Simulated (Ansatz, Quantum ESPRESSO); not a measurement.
# Predicting the next point of a tunnelling series: vacuum gaps between two Na(100) faces

**Set-up.** Quantum ESPRESSO 7.5 (pw.x, pwcond.x), PBE, GBRV ultrasoft; geometry as built. T is the transmission per spin at the Fermi level, averaged over the mesh across the current, in a cell of 17.64 Å². The series steps the width of the vacuum gap.

```tsv
width (Å)	T
4	0.643
5	0.339
6	0.131
```

To predict: What is T at 7 Å?

By hand: These rows are near contact, where ln T need not fall linearly; take a line all the same. The last two rows give a slope of ln(0.339/0.131)/(6 − 5) = 0.951 per Å, so T(7) ≈ 0.131 × exp(−0.951 × 1) = 0.0506.

What the calculation gave: T = 0.0338; the estimate is 1.50 times that. The slope over the last interval is 1.352: steeper than before. Points of the mesh with over 2.5 times the mean carry 52 % of this T, so the value leans on the mesh. A second code, Ansatz 0.2.0, gives 0.0339.

**Limits.** Short leads, unrelaxed atoms, a barrier without the image potential and an untested mesh.

[Logs are printed without paths, hosts, clocks, repeated set-up lines and the standing remarks that a program may print on its own settings, such as how far it seeks lower states.]
